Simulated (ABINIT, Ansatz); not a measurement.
## Li2SnF6 (P-31m): one start, several treatments of the self-energy

Wanted: the gap of Li2SnF6 (P-31m) under several approximations, with cost.

Method: PBEsol and many-body steps on it, plane waves, in ABINIT 10.8.3.

This is a report of a sequence of runs, with most program output left out.

### Step 1. Starting point

It takes space group P-31m (No. 162, trigonal). Conventional cell: a = 4.910 Å, b = 4.910 Å, c = 4.538 Å, α = 90.00°, β = 90.00°, γ = 120.00°. Nearest to Li lie 6 F at 1.99 Å. Nearest to Sn lie 6 F at 1.99 Å. Nearest to F lie 2 Li at 1.99 Å and 1 Sn at 1.99 Å. Farther neighbours and most contacts between anions are not listed.

The cell and positions are those that the Materials Project relaxed with its own functionals (PBE, PBE+U or r2SCAN), kept fixed.

### Step 2. Empty states on the mesh, 3×3×2 mesh, 202 bands

This step: ABINIT 10.8.3; DFT, PBEsol, plane waves, norm-conserving pseudopotentials.

The sums over transitions need many empty states on a uniform mesh; this step solves for them.

run.abi

```
acell 3*1.0 Angstrom
rprim 
  4.909513934494 -0.000000000024 0.000000000000
  -2.454756967227 4.251763787517 0.000000000000
  0.000000000000 0.000000000000 4.538039080000
ntypat 3
znucl 3 50 9
natom 9
typat 1 1 2 3 3 3 3 3 3
xred 
  0.666666666667 0.333333333333 0.500000000000
  0.333333333333 0.666666666667 0.500000000000
  0.000000000000 0.000000000000 0.000000000000
  0.329091060000 0.329091060000 0.255027190000
  0.670908940000 0.670908940000 0.744972810000
  0.670908940000 0.000000000000 0.255027190000
  0.329091060000 0.000000000000 0.744972810000
  0.000000000000 0.670908940000 0.255027190000
  0.000000000000 0.329091060000 0.744972810000
pp_dirpath "pseudos"
pseudos "Li.upf, Sn.upf, F.upf"
ecut 36
ngkpt 3 3 2
nshiftk 1
shiftk 0 0 0
kptopt 1
chksymbreak 0
iscf -2
irdden 1
istwfk *1
nband 202
nbdbuf 18
tolwfr 1e-09
nstep 60
prtvol 0
indata_prefix "in"
outdata_prefix "out"
tmpdata_prefix "tmp"
```

Run with:

```console
$ OMP_NUM_THREADS=1 mpirun -n 4 abinit run.abi > log
```

Wall time 2.8 min (4 MPI ranks of Arm Neoverse N1, shared host); peak memory 0.46 GiB.

This step gave:

- gap: 5.229 eV
- k of the valence top: 0.3333, 0, 0
- k of the conduction bottom: 0, 0, 0
- least direct gap: 5.249 eV
- k points computed: 6
- lowest point of the top converged band, above the valence top: 76.7443 eV

On this mesh the gap is 5.229 eV.

The density comes from a self-consistent run that is not shown.

### Step 3. Screening, 3×3×2 mesh, 93 bands, screening to 114.3 eV

The RPA dielectric matrix is built and inverted for each q.

This step: RPA screening on PBEsol, plane waves, norm-conserving pseudopotentials.

Changes to run.abi since step 2:

```diff
@@ -27,10 +27,11 @@
 chksymbreak 0
-iscf -2
-irdden 1
 istwfk *1
-nband 202
-nbdbuf 18
-tolwfr 1e-09
-nstep 60
-prtvol 0
+occopt 1
+irdwfk 1
+optdriver 3
+nband 93
+ecuteps 4.2
+inclvkb 2
+awtr 1
+symchi 1
 indata_prefix "in"
```

Elapsed: 59 s, on 4 MPI ranks; peak memory 1.1 GiB; 3.9 min of CPU time.

Numbers from this step:

```yaml
eps_infinity_with_local_fields_on_this_mesh_along_the_program_s_q_direction: 2.216
the_same_without_local_fields: 2.377
plasma_frequency: 30.04 eV
plane_waves_in_the_screening_matrix: 253
```

Local fields lower ε∞ by 7 %. On a Γ-centred mesh this coarse the value itself is usually too large, while a short band sum pulls it down.

### Step 4. G0W0, Godby-Needs plasmon pole

The self-energy is evaluated for the states that the input lists, and the levels follow from it, in one-shot runs by the linearised quasiparticle equation.

This step: G0W0 on PBEsol, plane waves, norm-conserving pseudopotentials.

Changes to run.abi since step 3:

```diff
@@ -30,8 +30,17 @@
 irdwfk 1
-optdriver 3
+optdriver 4
 nband 93
+gwcalctyp 0
+ecutsigx 36
+symsigma 1
+nkptgw 2
+kptgw 
+  0.3333333333 0.0000000000 0.0000000000
+  0.0000000000 0.0000000000 0.0000000000
+bdgw 
+  30 33
+  29 33
 ecuteps 4.2
-inclvkb 2
-awtr 1
-symchi 1
+irdscr 1
+ppmodel 1
 indata_prefix "in"
```

Run time: 16 s. Hardware: 4 MPI ranks; peak memory 0.88 GiB; 65 s of CPU time.

Numbers from this step:

| Item | Value |
| --- | --- |
| G0W0 gap on the points computed | 9.264 eV |
| starting gap on the mesh | 5.229 eV |
| k of the valence top | 0, 0, 0 |
| k of the conduction bottom | 0, 0, 0 |
| Z at the valence top | 0.812 |
| Z at the conduction bottom | 0.869 |
| least direct G0W0 gap on the computed points | 9.264 eV |

The gap on the mesh goes from 5.23 eV to 9.26 eV, a correction of +4.03 eV.

### Step 5. G0W0, Hybertsen-Louie plasmon pole

Changes to run.abi since step 4:

```diff
@@ -44,3 +44,3 @@
 irdscr 1
-ppmodel 1
+ppmodel 2
 indata_prefix "in"
```

It took 16 s on 4 MPI ranks; peak memory 0.87 GiB; 65 s of CPU time.

This step gave:

- G0W0 gap on the points computed: 9.963 eV
- starting gap on the mesh: 5.229 eV
- k of the valence top: 0, 0, 0
- k of the conduction bottom: 0, 0, 0
- Z at the valence top: 0.891
- Z at the conduction bottom: 0.915
- least direct G0W0 gap on the computed points: 9.963 eV

Against G0W0 in ABINIT (3×3×2 mesh, 93 bands, screening to 114.3 eV, Godby-Needs plasmon pole), the gap moves by +0.699 eV.

### Step 6. G0W0, von der Linden-Horsch plasmon pole

Changes to run.abi since step 5:

```diff
@@ -44,3 +44,3 @@
 irdscr 1
-ppmodel 2
+ppmodel 3
 indata_prefix "in"
```

The job ended after 10 s (4 MPI ranks; peak memory 0.87 GiB; 41 s of CPU time).

This step gave:

```yaml
g0w0_gap_on_the_points_computed: 9.55 eV
starting_gap_on_the_mesh: 5.229 eV
k_of_the_valence_top: 0, 0, 0
k_of_the_conduction_bottom: 0, 0, 0
least_direct_g0w0_gap_on_the_computed_points: 9.55 eV
```

Against G0W0 in ABINIT (3×3×2 mesh, 93 bands, screening to 114.3 eV, Godby-Needs plasmon pole), the gap moves by +0.286 eV.

### Step 7. One-shot COHSEX

This step: one-shot COHSEX on PBEsol, plane waves, norm-conserving pseudopotentials.

Changes to run.abi since step 6:

```diff
@@ -32,3 +32,3 @@
 nband 93
-gwcalctyp 0
+gwcalctyp 7
 ecutsigx 36
@@ -44,3 +44,2 @@
 irdscr 1
-ppmodel 3
 indata_prefix "in"
```

Wall time 6.8 s (4 MPI ranks); peak memory 0.84 GiB; 27 s of CPU time.

Numbers from this step:

* quasiparticle gap on the points computed: 10.33 eV
* starting gap on the mesh: 5.229 eV
* k of the valence top: 0, 0, 0
* k of the conduction bottom: 0, 0, 0
* least direct quasiparticle gap on the computed points: 10.33 eV

Against G0W0 in ABINIT (3×3×2 mesh, 93 bands, screening to 114.3 eV, Godby-Needs plasmon pole), the gap moves by +1.067 eV.

### Step 8. One-shot Hartree-Fock

This step: one-shot Hartree-Fock on PBEsol, plane waves, norm-conserving pseudopotentials.

Changes to run.abi since step 7:

```diff
@@ -31,4 +31,4 @@
 optdriver 4
-nband 93
-gwcalctyp 7
+nband 35
+gwcalctyp 5
 ecutsigx 36
@@ -42,4 +42,4 @@
   29 33
-ecuteps 4.2
-irdscr 1
+ixc_sigma 40
+fftgw 31
 indata_prefix "in"
```

The job ended after 6.3 s (4 MPI ranks; peak memory 0.74 GiB).

Numbers from this step:

```
quasiparticle gap on the points computed              : 17.60 eV
starting gap on the mesh                              : 5.229 eV
k of the valence top                                  : 0, 0, 0
k of the conduction bottom                            : 0, 0, 0
least direct quasiparticle gap on the computed points : 17.60 eV
```

Against G0W0 in ABINIT (3×3×2 mesh, 93 bands, screening to 114.3 eV, Godby-Needs plasmon pole), the gap moves by +8.335 eV.

### Step 9. Screening, 3×3×2 mesh, 93 bands, screening to 114.3 eV

This step: RPA screening on PBEsol, plane waves, norm-conserving pseudopotentials.

Changes to run.abi since step 8:

```diff
@@ -30,16 +30,14 @@
 irdwfk 1
-optdriver 4
-nband 35
-gwcalctyp 5
-ecutsigx 36
-symsigma 1
-nkptgw 2
-kptgw 
-  0.3333333333 0.0000000000 0.0000000000
-  0.0000000000 0.0000000000 0.0000000000
-bdgw 
-  30 33
-  29 33
-ixc_sigma 40
-fftgw 31
+optdriver 3
+nband 93
+ecuteps 4.2
+inclvkb 2
+awtr 1
+symchi 1
+gwcalctyp 2
+nfreqre 16
+freqremax 40 eV
+nfreqim 8
+spmeth 1
+nomegasf 120
 indata_prefix "in"
```

Wall time 77 s (4 MPI ranks); peak memory 1.5 GiB; 5.1 min of CPU time.

This step gave:

- ε∞ with local fields, on this mesh, along the program's q direction: 2.219
- the same without local fields: 2.381
- plasma frequency: 30.04 eV
- plane waves in the screening matrix: 253

### Step 10. G0W0, contour deformation

This step: G0W0 on PBEsol, plane waves, norm-conserving pseudopotentials.

Changes to run.abi since step 9:

```diff
@@ -30,14 +30,16 @@
 irdwfk 1
-optdriver 3
+optdriver 4
 nband 93
+gwcalctyp 2
+ecutsigx 36
+symsigma 1
+nkptgw 2
+kptgw 
+  0.3333333333 0.0000000000 0.0000000000
+  0.0000000000 0.0000000000 0.0000000000
+bdgw 
+  30 33
+  29 33
 ecuteps 4.2
-inclvkb 2
-awtr 1
-symchi 1
-gwcalctyp 2
-nfreqre 16
-freqremax 40 eV
-nfreqim 8
-spmeth 1
-nomegasf 120
+irdscr 1
 indata_prefix "in"
```

Elapsed: 13 s, on 4 MPI ranks; peak memory 1.2 GiB; 50 s of CPU time.

This step gave:

```yaml
g0w0_gap_on_the_points_computed: 9.193 eV
starting_gap_on_the_mesh: 5.229 eV
k_of_the_valence_top: 0, 0, 0
k_of_the_conduction_bottom: 0, 0, 0
least_direct_g0w0_gap_on_the_computed_points: 9.193 eV
```

Against G0W0 in ABINIT (3×3×2 mesh, 93 bands, screening to 114.3 eV, Godby-Needs plasmon pole), the gap moves by −0.071 eV.

### Step 11. Side by side

Times are wall times on 4 MPI ranks of Arm Neoverse N1, shared host, good to a factor of about two. A run's time includes the screening step that it read.

```csv
run,mesh,bands,screening cutoff (eV),DFT gap (eV),gap on the mesh (eV),direct (eV),ε∞ used,time
"G0W0, Godby-Needs plasmon pole",3×3×2,93,114.3,5.229,9.264,9.264,2.22,75 s
"G0W0, Hybertsen-Louie plasmon pole",3×3×2,93,114.3,5.229,9.963,9.963,2.22,75 s
"G0W0, von der Linden-Horsch plasmon pole",3×3×2,93,114.3,5.229,9.550,9.550,2.22,69 s
one-shot COHSEX,3×3×2,93,114.3,5.229,10.331,10.331,2.22,66 s
one-shot Hartree-Fock,3×3×2,-,-,5.229,17.599,17.599,-,6.3 s
"G0W0, contour deformation",3×3×2,93,114.3,5.229,9.193,9.193,2.22,90 s
```

### Step 12. What came out

| Property | Result |
| --- | --- |
| G0W0, Godby-Needs plasmon pole | 9.264 eV |
| G0W0, Hybertsen-Louie plasmon pole | 9.963 eV |
| G0W0, von der Linden-Horsch plasmon pole | 9.550 eV |
| one-shot COHSEX | 10.331 eV |
| one-shot Hartree-Fock | 17.599 eV |
| G0W0, contour deformation | 9.193 eV |
| known limits | not at the basis limit; exchange with frozen shells missing; no spin-orbit coupling; coarse k mesh |

**Reading.** G0W0, Hybertsen-Louie plasmon pole: +0.699 eV against G0W0, Godby-Needs plasmon pole. G0W0, von der Linden-Horsch plasmon pole: +0.286 eV against G0W0, Godby-Needs plasmon pole. One-shot COHSEX: +1.067 eV against G0W0, Godby-Needs plasmon pole. One-shot Hartree-Fock: +8.335 eV against G0W0, Godby-Needs plasmon pole. G0W0, contour deformation: −0.071 eV against G0W0, Godby-Needs plasmon pole. Bare exchange alone opens the gap to 17.60 eV; against G0W0, correlation takes back 8.34 eV. Static COHSEX lies above G0W0: it lacks the factor Z and overstates the Coulomb hole of the filled states. Bands and cutoff are finite, so the gap is not at the basis limit. The miss can reach some tenths of an eV and take either sign; the mesh is an error of its own. In the G0W0 runs levels were corrected at 2 k points alone, so a gap called «on the mesh» is the least over those, and an edge elsewhere would be missed. The 3×3×2 mesh is coarse for this cell, which bears on the long-range parts of exchange and screening. The norm-conserving file of at least one element keeps a d shell over frozen s and p shells of the same row. Exchange with those shells is missing from the self-energy, an error of 0.3 to 0.9 eV in cases checked, whose sign depends on which edge lies on those atoms. The many-body steps are scalar-relativistic: spin-orbit coupling is not in them.

[Paths, hosts, dates, memory and timing lines, banners, echoed tables and standing remarks are left out of the program output.]

[Logs are printed without paths, hosts, clocks, repeated set-up lines and the standing remarks that a program may print on its own settings, such as how far it seeks lower states.]

[Runs of the session that timed out or met a known fault of the program may be left out.]

[Hosts, paths, dates, database ids (printed as entryN), source tags and the programs' standing remarks are cut or masked in the printed files.]

[G0W0 gaps are taken among the corrected bands and points alone; a level outside them can change the order at an edge.]

[Where Ansatz stands beside ABINIT at settings called matched, ABINIT's density can come from a denser mesh and the files from another edition; pairs whose starting gaps differed by over 0.03 eV were left out, so agreement reads better than it is.]
